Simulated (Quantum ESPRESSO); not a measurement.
# MnS: parallel and opposed starts

A self-consistent run ends on one state, which hangs on the start. Several orders of MnS are started in Quantum ESPRESSO and their energies compared.

Calculated with Quantum ESPRESSO 7.5; LDA with U = 4 eV on Mn d (ortho-atomic projectors); plane waves with GBRV 1.5 LDA potentials, no spin-orbit coupling.

The database entry behind the starting cell differs from later determinations by our own check (an axis about 0.2 % short against later determinations), so it need not match the best structure at ambient conditions.

**1. Set-up**

The structure is cubic, space group Fm-3m (No. 225). The conventional cell has a = 5.209 Å, b = 5.209 Å, c = 5.209 Å, α = 90.00°, β = 90.00°, γ = 90.00°. Nearest to Mn lie 6 S at 2.60 Å. S has 6 Mn at 2.60 Å nearest. Farther neighbours and most contacts between anions are not listed.

The cell comes from the Crystallography Open Database.

**2. Run 1, typed as ferro +**

The signs are those of the starting moments on the seeded atoms, the atoms that are given a moment.

pw.in

```
&CONTROL
  calculation = 'scf'
  prefix = 'pwscf'
  outdir = './tmp'
  pseudo_dir = './pseudo'
  disk_io = 'nowf'
/
&SYSTEM
  ibrav = 0
  nat = 2
  ntyp = 2
  ecutwfc = 40
  ecutrho = 280
  nbnd = 19
  occupations = 'smearing'
  smearing = 'fd'
  degauss = 0.00367493
  nspin = 2
  starting_magnetization(1) = 0.3
  starting_magnetization(2) = 0
/
&ELECTRONS
  conv_thr = 4d-09
  electron_maxstep = 150
  mixing_beta = 0.3
/
ATOMIC_SPECIES
Mn     54.9380 mn_lda_v1.5.uspp.F.UPF
S      32.0600 s_lda_v1.4.uspp.F.UPF
CELL_PARAMETERS angstrom
   0.0000000000    2.6045000000    2.6045000000
   2.6045000000    0.0000000000    2.6045000000
   2.6045000000    2.6045000000    0.0000000000
ATOMIC_POSITIONS crystal
Mn      0.0000000000    0.0000000000    0.0000000000
S       0.5000000000    0.5000000000    0.5000000000
K_POINTS automatic
6 6 6 0 0 0
HUBBARD {ortho-atomic}
U Mn-3d 4.0000
```

Started as:

```sh
$ OMP_NUM_THREADS=1 mpirun -n 4 pw.x -nk 4 -in pw.in > pw.out
```

The log of the run:

```text
Program PWSCF v.7.5 starts

     Message from routine setup:
     using ibrav=0 with symmetry is DISCOURAGED, use correct ibrav instead

     K-points division:     npool     =       4
     Subspace diagonalization in iterative solution of the eigenvalue problem:

     G-vector sticks info
     --------------------
     sticks:   dense  smooth     PW     G-vecs:    dense   smooth      PW
     Sum         931     535    163                18883     8099    1459

     Using Slab Decomposition

     bravais-lattice index     =            0
     lattice parameter (alat)  =       6.9605  a.u.
     unit-cell volume          =     238.4513 (a.u.)^3
     number of atoms/cell      =            2
     number of atomic types    =            2
     number of electrons       =        21.00
     number of Kohn-Sham states=           19
     kinetic-energy cutoff     =      40.0000  Ry
     charge density cutoff     =     280.0000  Ry
     scf convergence threshold =      4.0E-09
     mixing beta               =       0.3000
     number of iterations used =            8  plain     mixing
     Exchange-correlation=  SLA  PZ   NOGX NOGC
                           (   1   1   0   0   0   0   0)
     Hubbard projectors: ortho-atomic
     Hubbard parameters of DFT+U (Dudarev formulation) in eV:
     U(Mn-3d) =  4.0000

     Internal variables: lda_plus_u =T, lda_plus_u_kind = 0

     Internal variables: orbital_resolved =F, hub_pot_fix =F, apply_U = F

     celldm(1)=   6.960465  celldm(2)=   0.000000  celldm(3)=   0.000000
     celldm(4)=   0.000000  celldm(5)=   0.000000  celldm(6)=   0.000000

     crystal axes: (cart. coord. in units of alat)
               a(1) = (   0.000000   0.707107   0.707107 )
               a(2) = (   0.707107   0.000000   0.707107 )
               a(3) = (   0.707107   0.707107   0.000000 )

     reciprocal axes: (cart. coord. in units 2 pi/alat)
               b(1) = ( -0.707107  0.707107  0.707107 )
               b(2) = (  0.707107 -0.707107  0.707107 )
               b(3) = (  0.707107  0.707107 -0.707107 )

     PseudoPot. # 1 for Mn read from file:
     mn_lda_v1.5.uspp.F.UPF
     Pseudo is Ultrasoft + core correction, Zval = 15.0
     Generated by new atomic code, or converted to UPF format
     Using radial grid of  859 points,  6 beta functions with:
                l(1) =   0
                l(2) =   0
                l(3) =   1
                l(4) =   1
                l(5) =   2
                l(6) =   2
     Q(r) pseudized with  8 coefficients,  rinner =    0.950   0.950   0.950
                                                       0.950   0.950

     PseudoPot. # 2 for S  read from file:
     s_lda_v1.4.uspp.F.UPF
     Pseudo is Ultrasoft + core correction, Zval =  6.0
     Generated by new atomic code, or converted to UPF format
     Using radial grid of  907 points,  6 beta functions with:
                l(1) =   0
                l(2) =   0
                l(3) =   1
                l(4) =   1
                l(5) =   2
                l(6) =   2
     Q(r) pseudized with  8 coefficients,  rinner =    1.300   1.300   1.300
                                                       1.300   1.300

     atomic species   valence    mass     pseudopotential
     Mn               15.00    54.93800     Mn( 1.00)
     S                 6.00    32.06000     S ( 1.00)

     Starting magnetic structure
     atomic species   magnetization
     Mn              0.300
     S               0.000

     48 Sym. Ops., with inversion, found

   Cartesian axes

     site n.     atom                  positions (alat units)
         1        Mn     tau(   1) = (   0.0000000   0.0000000   0.0000000  )
         2        S      tau(   2) = (   0.7071068   0.7071068   0.7071068  )

     number of k points=    16  Fermi-Dirac smearing, width (Ry)=  0.0037
                       cart. coord. in units 2pi/alat
        k(    1) = (   0.0000000   0.0000000   0.0000000), wk =   0.0046296
        k(    2) = (   0.1178511   0.1178511  -0.1178511), wk =   0.0370370
        k(    3) = (   0.2357023   0.2357023  -0.2357023), wk =   0.0370370
        k(    4) = (  -0.3535534  -0.3535534   0.3535534), wk =   0.0185185
        k(    5) = (   0.2357023   0.0000000  -0.0000000), wk =   0.0277778
        [... 11 further k-points ...]

     Dense  grid:    18883 G-vectors     FFT dimensions: (  40,  40,  40)

     Smooth grid:     8099 G-vectors     FFT dimensions: (  30,  30,  30)

     Check: negative core charge=   -0.000037
     Generating pointlists ...
     new r_m :   0.2917 (alat units)  2.0302 (a.u.) for type    1
     new r_m :   0.2917 (alat units)  2.0302 (a.u.) for type    2

     Initial potential from superposition of free atoms

     starting charge      20.4999, renormalised to      21.0000

     STARTING HUBBARD OCCUPATIONS:

     =================== HUBBARD OCCUPATIONS ===================
     ------------------------ ATOM    1 ------------------------
     Tr[ns(  1)] (up, down, total) =   5.00000  0.00000  5.00000
     Atomic magnetic moment for atom   1 =   5.00000
     [... lines left out ...]
     Number of occupied Hubbard levels =    5.0000

     Atomic wfc used for Hubbard projectors are orthogonalized

     Starting wfcs are   17 randomized atomic wfcs +    2 random wfcs

     Self-consistent Calculation

     iteration #  1     ecut=    40.00 Ry     beta= 0.30
     Davidson diagonalization with overlap
     ethr =  1.00E-02,  avg # of iterations =  6.2

     =================== HUBBARD OCCUPATIONS ===================
     ------------------------ ATOM    1 ------------------------
     Tr[ns(  1)] (up, down, total) =   4.86162  0.14614  5.00776
     Atomic magnetic moment for atom   1 =   4.71548
     [... lines left out ...]
     Number of occupied Hubbard levels =    5.0078

     total energy              =    -235.16112747 Ry
     estimated scf accuracy    <       0.48201427 Ry

     total magnetization       =     5.00 Bohr mag/cell
     absolute magnetization    =     5.00 Bohr mag/cell

     iteration #  2     ecut=    40.00 Ry     beta= 0.30
     Davidson diagonalization with overlap
     ethr =  2.30E-03,  avg # of iterations =  1.6

     total energy              =    -235.24270781 Ry
     estimated scf accuracy    <       0.02161395 Ry

     total magnetization       =     5.00 Bohr mag/cell
     absolute magnetization    =     5.00 Bohr mag/cell

     iteration #  3     ecut=    40.00 Ry     beta= 0.30
     Davidson diagonalization with overlap
     ethr =  1.03E-04,  avg # of iterations =  4.6

     negative rho (up, down):  0.000E+00 3.277E-04

     total energy              =    -235.24770018 Ry
     estimated scf accuracy    <       0.00890503 Ry

     total magnetization       =     5.00 Bohr mag/cell
     absolute magnetization    =     5.00 Bohr mag/cell

     [... further iterations left out ...]

     iteration #  7     ecut=    40.00 Ry     beta= 0.30
     Davidson diagonalization with overlap
     ethr =  1.27E-07,  avg # of iterations =  1.1

     negative rho (up, down):  0.000E+00 3.734E-04

     total energy              =    -235.24821232 Ry
     estimated scf accuracy    <       0.00000721 Ry

     total magnetization       =     5.00 Bohr mag/cell
     absolute magnetization    =     5.00 Bohr mag/cell

     iteration #  8     ecut=    40.00 Ry     beta= 0.30
     Davidson diagonalization with overlap
     ethr =  3.43E-08,  avg # of iterations =  2.0

     negative rho (up, down):  0.000E+00 3.733E-04

     total energy              =    -235.24821458 Ry
     estimated scf accuracy    <       0.00000031 Ry

     total magnetization       =     5.00 Bohr mag/cell
     absolute magnetization    =     5.00 Bohr mag/cell

     iteration #  9     ecut=    40.00 Ry     beta= 0.30
     Davidson diagonalization with overlap
     ethr =  1.48E-09,  avg # of iterations =  3.7

     negative rho (up, down):  0.000E+00 3.731E-04

     total energy              =    -235.24821468 Ry
     estimated scf accuracy    <       0.00000006 Ry

     total magnetization       =     5.00 Bohr mag/cell
     absolute magnetization    =     5.00 Bohr mag/cell

     iteration # 10     ecut=    40.00 Ry     beta= 0.30
     Davidson diagonalization with overlap
     ethr =  2.77E-10,  avg # of iterations =  2.1

     negative rho (up, down):  0.000E+00 3.728E-04

     Magnetic moment per site  (integrated on atomic sphere of radius R)
     atom   1 (R=0.292)  charge= 13.1620  magn=  4.4699
     atom   2 (R=0.292)  charge=  4.6882  magn=  0.1404

     End of self-consistent calculation

     =================== HUBBARD OCCUPATIONS ===================
     ------------------------ ATOM    1 ------------------------
     Tr[ns(  1)] (up, down, total) =   4.96966  0.28419  5.25385
     Atomic magnetic moment for atom   1 =   4.68547
     [... lines left out ...]
     Number of occupied Hubbard levels =    5.2539

     [... lines left out ...]
     the Fermi energy is    10.2256 ev

!    total energy              =    -235.24821470 Ry
     estimated scf accuracy    <          4.1E-10 Ry
     smearing contrib. (-TS)   =      -0.00000268 Ry
     internal energy E=F+TS    =    -235.24821201 Ry

     The total energy is F=E-TS. E is the sum of the following terms:
     one-electron contribution =    -132.80171458 Ry
     hartree contribution      =      73.83022189 Ry
     xc contribution           =     -34.82602305 Ry
     ewald contribution        =    -141.49328211 Ry
     Hubbard energy            =       0.04258584 Ry

     total magnetization       =     5.00 Bohr mag/cell
     absolute magnetization    =     5.00 Bohr mag/cell

     convergence has been achieved in  10 iterations

=------------------------------------------------------------------------------=
   JOB DONE.
=------------------------------------------------------------------------------=
```

Wall time 4.3 s (4 MPI ranks of Intel Xeon Platinum 8488C (Sapphire Rapids), shared host); peak memory 0.34 GiB.

Spin moment in the atom's sphere by atom:

| atom | spin moment in the atom's sphere (μB) |
| --- | --- |
| Mn1 | 4.47 |
| S2 | 0.14 |

This step gave:

```
smearing term TS       : 3.65e-5 eV
magnetization          : 5 μB
absolute magnetization : 5 μB
final state            : ferromagnetic
```

[end of part 1 of 3]

[Logs and program files are shortened in this print: banners, set-up blocks, solver, clock and traceback lines can be left out without a mark of their own.]

[Logs are printed without paths, hosts, clocks, repeated set-up lines and the standing remarks that a program may print on its own settings, such as how far it seeks lower states.]

[Hosts, paths, dates, database ids (printed as entryN), source tags and the programs' standing remarks are cut or masked in the printed files.]

[Where a cell is said to come from a database of computed structures, the database is the Materials Project.]
